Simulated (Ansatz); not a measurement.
# How the smearing shapes the phonons of Si2Mo (I4/mmm)

Wanted: frequencies of Si2Mo (I4/mmm) solved wavevector by wavevector at several smearings. The first relaxation steps of the session are not shown, so no cell shown is the starting entry, unless a step says so.

Program: Ansatz 0.2.0. Level of theory: DFT PBE, scalar-relativistic, plane waves, PAW; PAW set soft_1. Results are calculated unless marked as measured.

This is a report of a sequence of runs, with most program output left out.

### Step 1. The cell after earlier relaxation steps

The structure is tetragonal, space group I4/mmm (No. 139). Conventional cell: a = 3.217 Å, b = 3.217 Å, c = 7.874 Å, α = 90.00°, β = 90.00°, γ = 90.00°. Nearest to Si lie 5 Si at 2.60 to 2.64 Å and 5 Mo at 2.62 to 2.64 Å. Mo has 10 Si at 2.62 to 2.64 Å nearest. Farther neighbours are not listed.

### Step 2. Tight relaxation

Residual forces and stress shift phonon frequencies, so the cell is relaxed again, with tight thresholds and the mesh and smearing of this input. Earlier relaxation steps are not shown.

File input.yaml:

```yaml
crystal:
  lattice:
    - [-1.6084258642, 1.6084258642, 3.9368723909]
    - [1.6084258642, -1.6084258642, 3.9368723909]
    - [1.6084258642, 1.6084258642, -3.9368723909]
  atoms:
    - { symbol: Si, position: [0.3350872405, 0.3350872405, 0.0] }
    - { symbol: Si, position: [0.6649127595, 0.6649127595, 0.0] }
    - { symbol: Mo, position: [0.0, 0.0, 0.0] }
kpoints:
  mp_grid: { grid: [12, 12, 12] }
hamiltonian:
  xc: pbe
  pseudopotentials: { kind: paw, azcp: { folder: soft_1 } }
scf:
  occupations: { method: methfessel_paxton, width: 0.2 }
output:
  forces: true
  stress: true
  eigenvalues: true
  write_density: true
  write_potential: true
  elf: true
  volumetric_format: npy
relax:
  adjacent_minimum: "off"
  f_tol: 0.001
  max_steps: 60
  cell: { stress_tol: 0.01 }
```

Launch:

```
$ ansatz run input.yaml --threads 4 --pin off --max-ram 12288MiB --backend cpu --events-out ev --progress --plain --runs-dir out
```

Elapsed: 4.8 s, on 4 threads of Intel Xeon Platinum 8375C at 2.90GHz (Ice Lake), shared host; peak memory 0.51 GiB.

Little changed from the start: no atom moved by 0.005 Å and no cell edge by 0.1 %.

Numbers from this step:

```yaml
pressure: 0.001089 GPa
volume_per_atom: 13.58 Å³/atom
metallic_on_mesh: yes
gap_on_the_k_mesh: 0 eV
```

ELF in the ac plane of the conventional cell at fractional y = 0.000, with atoms of Si and Mo within 0.2 Å of it. It is the smooth field of the valence electrons, not physical close to the nuclei.

Ten even steps from '0' (0.12) to '9' (0.74), each cell a mean:
```
68861023102798
88631133211478
33222233321223
33333222233333
88764210124688
99874100025789
55565200135655
53456421256534
43578643478643
34688644578864
56776543457776
56655433345665
66665433456666
45787644568865
33688644578753
53467532367534
54455310146544
77764200035777
99874100025799
66553211234556
22222333322222
66421234311356
88851123212688
47962023103786
```
Columns run along a (3.2 Å), rows up along c (7.9 Å), edges of the conventional cell, whose origin can differ from the input's. Atoms in or near the plane, at fractional coordinates: Si at (0.00, 0.34), Si at (0.00, 0.66), Mo at (0.00, 0.00).

Valence density in the ac plane of the conventional cell at fractional y = 0.000, with atoms of Si and Mo within 0.2 Å of it. It is the smooth field of the valence electrons, not physical close to the nuclei.

Ten steps, logarithmic in the rise over the least value, from '0' (0.1 e/Å³) to '9' (7.0 e/Å³), each cell a mean:
```
99874211135799
88753211124678
55432111122345
33221111112233
33221100012233
33322100012233
22222100012222
00222110122210
01233211123321
22332211123332
33322211122233
22222111122222
32222111122222
33332211122333
12333211123322
00232211123210
11222100122221
33322100012333
33321100012233
33221100112223
43322111112234
77543211123467
99864211134789
99975211235899
```
Columns run along a (3.2 Å), rows up along c (7.9 Å), edges of the conventional cell, whose origin can differ from the input's. Atoms in or near the plane, at fractional coordinates: Si at (0.00, 0.34), Si at (0.00, 0.66), Mo at (0.00, 0.00).

Electrostatic potential energy in the ac plane of the conventional cell at fractional y = 0.000, with atoms of Si and Mo within 0.2 Å of it. With pseudopotentials it is smooth inside the atoms' cores, unlike the true potential.

Ten even steps from '_' (-48 eV) to '@' (17 eV), each cell a mean:
```
______==##@@@@@@@@%%**--____
....==**%%@@@@@@@@@@%%++--..
****##%%@@@@@@@@@@@@@@%%##**
@@@@@@@@@@@@@@@@@@@@@@@@@@@@
%%@@@@@@@@@@@@@@@@@@@@@@@@@@
++**##%%@@@@@@@@@@@@@@%%##**
======**%%@@@@@@@@@@%%**====
%%**==++%%@@@@@@@@@@##====##
##++==++%%@@@@@@@@@@##++==**
====++##@@@@@@@@@@@@%%##++==
####%%@@@@@@@@@@@@@@@@@@%%##
@@@@@@@@@@@@@@@@@@@@@@@@@@@@
%%%%@@@@@@@@@@@@@@@@@@@@@@%%
++**##%%@@@@@@@@@@@@@@%%**++
++====**%%@@@@@@@@@@%%**====
@@**==++%%@@@@@@@@@@##====##
**++==**%%@@@@@@@@@@##++==++
====**%%@@@@@@@@@@@@%%##++==
##%%%%@@@@@@@@@@@@@@@@@@%%%%
@@@@@@@@@@@@@@@@@@@@@@@@@@@@
%%%%%%@@@@@@@@@@@@@@@@@@%%%%
--==**##@@@@@@@@@@@@%%##++==
____::++##@@@@@@@@%%##==..__
______--**@@@@@@@@%%++::____
```
Columns run along a (3.2 Å; values clipped at the 3rd and 97th percentile), rows up along c (7.9 Å), edges of the conventional cell, whose origin can differ from the input's. Atoms in or near the plane, at fractional coordinates: Si at (0.00, 0.34), Si at (0.00, 0.66), Mo at (0.00, 0.00).

The largest force is now 2.6e-4 eV/Å and the largest stress component 0.0032 GPa, small enough for phonons.

### Step 3. Phonons along a line: Fermi–Dirac smearing of 0.1 eV

Each wavevector is solved by itself, so no interpolation smooths a dip of the branch.

File input.yaml:

```yaml
crystal:
  lattice:
    - [-1.6085099426, 1.6085099426, 3.936491586]
    - [1.6085099426, -1.6085099426, 3.936491586]
    - [1.6085099426, 1.6085099426, -3.936491586]
  atoms:
    - { symbol: Si, position: [0.3351179796, 0.3351179796, 0.0] }
    - { symbol: Si, position: [0.6648820204, 0.6648820204, 0.0] }
    - { symbol: Mo, position: [0.0, 0.0, 0.0] }
kpoints:
  mp_grid: { grid: [18, 18, 18] }
hamiltonian:
  xc: pbe
  pseudopotentials: { kind: paw, azcp: { folder: soft_1 } }
scf:
  occupations: { method: fermi_dirac, width: 0.1 }
output:
  eigenvalues: true
phonons:
  method: dfpt
  qpoints:
    - [0, 0, 0]
    - [0.0, 0.0, 0.166666667]
    - [0.0, 0.0, 0.333333333]
    - [0.0, 0.0, 0.5]
```

Run time: 5.1 min. Hardware: 4 threads; peak memory 4.1 GiB.

Each wavevector solved by linear response. Frequency against |q| along the line; 7 of 9 lines:

| \|q\| along the line (Å⁻¹) | mode 1 (cm⁻¹) | mode 2 (cm⁻¹) | mode 3 (cm⁻¹) | mode 4 (cm⁻¹) | mode 5 (cm⁻¹) | mode 6 (cm⁻¹) | mode 7 (cm⁻¹) |
| --- | --- | --- | --- | --- | --- | --- | --- |
| 0.000 | 0 | 0 | 0 | 267 | 267 | 309 | 320 |
| 0.460 | 107 | 125 | 183 | 267 | 269 | 313 | 336 |
| 0.921 | 178 | 193 | 234 | 265 | 274 | 309 | 349 |
| 1.381 | 199 | 212 | 259 | 270 | 278 | 301 | 373 |

### Step 4. Phonons along a line: Fermi–Dirac smearing of 0.25 eV

Changes to input.yaml since step 3:

```diff
@@ -15,3 +15,3 @@
 scf:
-  occupations: { method: fermi_dirac, width: 0.1 }
+  occupations: { method: fermi_dirac, width: 0.25 }
 output:
```

Wider smearing eases the sum over k-points of a metal but moves the result away from its zero-temperature value.

Elapsed: 6.7 min, on 4 threads; peak memory 4.4 GiB.

Each wavevector solved by linear response. The frequency by |q| along the line; 7 of 9 lines:

| \|q\| along the line (Å⁻¹) | mode 1 (cm⁻¹) | mode 2 (cm⁻¹) | mode 3 (cm⁻¹) | mode 4 (cm⁻¹) | mode 5 (cm⁻¹) | mode 6 (cm⁻¹) | mode 7 (cm⁻¹) |
| --- | --- | --- | --- | --- | --- | --- | --- |
| 0.000 | 0 | 0 | 0 | 269 | 269 | 308 | 318 |
| 0.460 | 104 | 125 | 181 | 266 | 271 | 315 | 333 |
| 0.921 | 173 | 195 | 234 | 257 | 276 | 310 | 348 |
| 1.381 | 194 | 214 | 257 | 259 | 280 | 300 | 372 |

Against step 3 (now smearing width 0.25 eV), the free energy moves by -13.1 meV an atom.

### Step 5. Phonons along a line: Fermi–Dirac smearing of 0.04 eV

Changes to input.yaml since step 4:

```diff
@@ -15,3 +15,3 @@
 scf:
-  occupations: { method: fermi_dirac, width: 0.25 }
+  occupations: { method: fermi_dirac, width: 0.04 }
 output:
```

Narrower smearing comes nearer the zero-temperature value but asks more of the mesh.

It took 5.7 min on 4 threads; peak memory 4.1 GiB.

Each wavevector solved by linear response. The frequency by |q| along the line; 7 of 9 lines:

| \|q\| along the line (Å⁻¹) | mode 1 (cm⁻¹) | mode 2 (cm⁻¹) | mode 3 (cm⁻¹) | mode 4 (cm⁻¹) | mode 5 (cm⁻¹) | mode 6 (cm⁻¹) | mode 7 (cm⁻¹) |
| --- | --- | --- | --- | --- | --- | --- | --- |
| 0.000 | 0 | 0 | 0 | 267 | 267 | 309 | 320 |
| 0.460 | 107 | 126 | 183 | 267 | 269 | 313 | 336 |
| 0.921 | 178 | 193 | 234 | 265 | 274 | 309 | 349 |
| 1.381 | 199 | 213 | 259 | 272 | 278 | 301 | 373 |

Against step 3 (now smearing width 0.04 eV), the free energy moves by +1.2 meV an atom.

### Step 6. Wavevectors along a line: Methfessel–Paxton smearing of 0.2 eV

The smearing blurs the Fermi surface that screens the phonons; a Methfessel–Paxton width blurs it less than a thermal one.

Changes to input.yaml since step 5:

```diff
@@ -15,3 +15,3 @@
 scf:
-  occupations: { method: fermi_dirac, width: 0.04 }
+  occupations: { method: methfessel_paxton, width: 0.2 }
 output:
```

Wall time 5.4 min (4 threads); peak memory 4.1 GiB.

Each wavevector solved by linear response. Frequency against |q| along the line; 7 of 9 lines:

| \|q\| along the line (Å⁻¹) | mode 1 (cm⁻¹) | mode 2 (cm⁻¹) | mode 3 (cm⁻¹) | mode 4 (cm⁻¹) | mode 5 (cm⁻¹) | mode 6 (cm⁻¹) | mode 7 (cm⁻¹) |
| --- | --- | --- | --- | --- | --- | --- | --- |
| 0.000 | 0 | 0 | 0 | 267 | 267 | 309 | 320 |
| 0.460 | 107 | 126 | 183 | 267 | 269 | 313 | 336 |
| 0.921 | 179 | 193 | 234 | 265 | 274 | 309 | 349 |
| 1.381 | 199 | 212 | 259 | 272 | 278 | 301 | 373 |

Against step 3 (now occupations Methfessel-Paxton and smearing width 0.2 eV), the free energy moves by +1.5 meV an atom.

### Step 7. The lowest branch at each setting

Lowest frequency against |q| along the line:

| \|q\| along the line (Å⁻¹) | fermi dirac 0.1 eV, k 18x18x18 (cm⁻¹) | fermi dirac 0.25 eV, k 18x18x18 (cm⁻¹) | fermi dirac 0.04 eV, k 18x18x18 (cm⁻¹) | methfessel paxton 0.2 eV, k 18x18x18 (cm⁻¹) |
| --- | --- | --- | --- | --- |
| 0.000 | 0 | 0 | 0 | 0 |
| 0.460 | 107 | 104 | 107 | 107 |
| 0.921 | 178 | 173 | 178 | 179 |
| 1.381 | 199 | 194 | 199 | 199 |

### Step 8. Outcome

```json
{"phonon run of the rows without a label of their own": "PBE, k 18×18×18", "lowest branch at the last solved point, Fermi–Dirac 0.1 eV": "199 cm⁻¹ at |q| = 1.38 Å⁻¹", "lowest branch at the last solved point, Fermi–Dirac 0.25 eV": "194 cm⁻¹ at |q| = 1.38 Å⁻¹", "lowest branch at the last solved point, Fermi–Dirac 0.04 eV": "199 cm⁻¹ at |q| = 1.38 Å⁻¹", "lowest branch at the last solved point, Methfessel–Paxton 0.2 eV": "199 cm⁻¹ at |q| = 1.38 Å⁻¹"}
```

What this shows: No branch softens by more than 4 % of the top frequency as the smearing narrows, so no anomaly that hangs on the smearing shows at these points. The line holds 4 wavevectors, so a narrow dip between them would be missed. Between Fermi–Dirac 0.25 eV and Fermi–Dirac 0.04 eV the largest change, with modes counted by rank of frequency, is in mode 8 at |q| = 0.460 Å⁻¹, from 347 to 363 cm⁻¹. Where branches cross, a count by rank can hide a softening. At the narrowest width the k mesh may not resolve the Fermi surface, so part of the change can be mesh noise.

[Logs are printed without paths, hosts, clocks, repeated set-up lines and the standing remarks that a program may print on its own settings, such as how far it seeks lower states.]

[Hosts, paths, dates, database ids (printed as entryN), source tags and the programs' standing remarks are cut or masked in the printed files.]
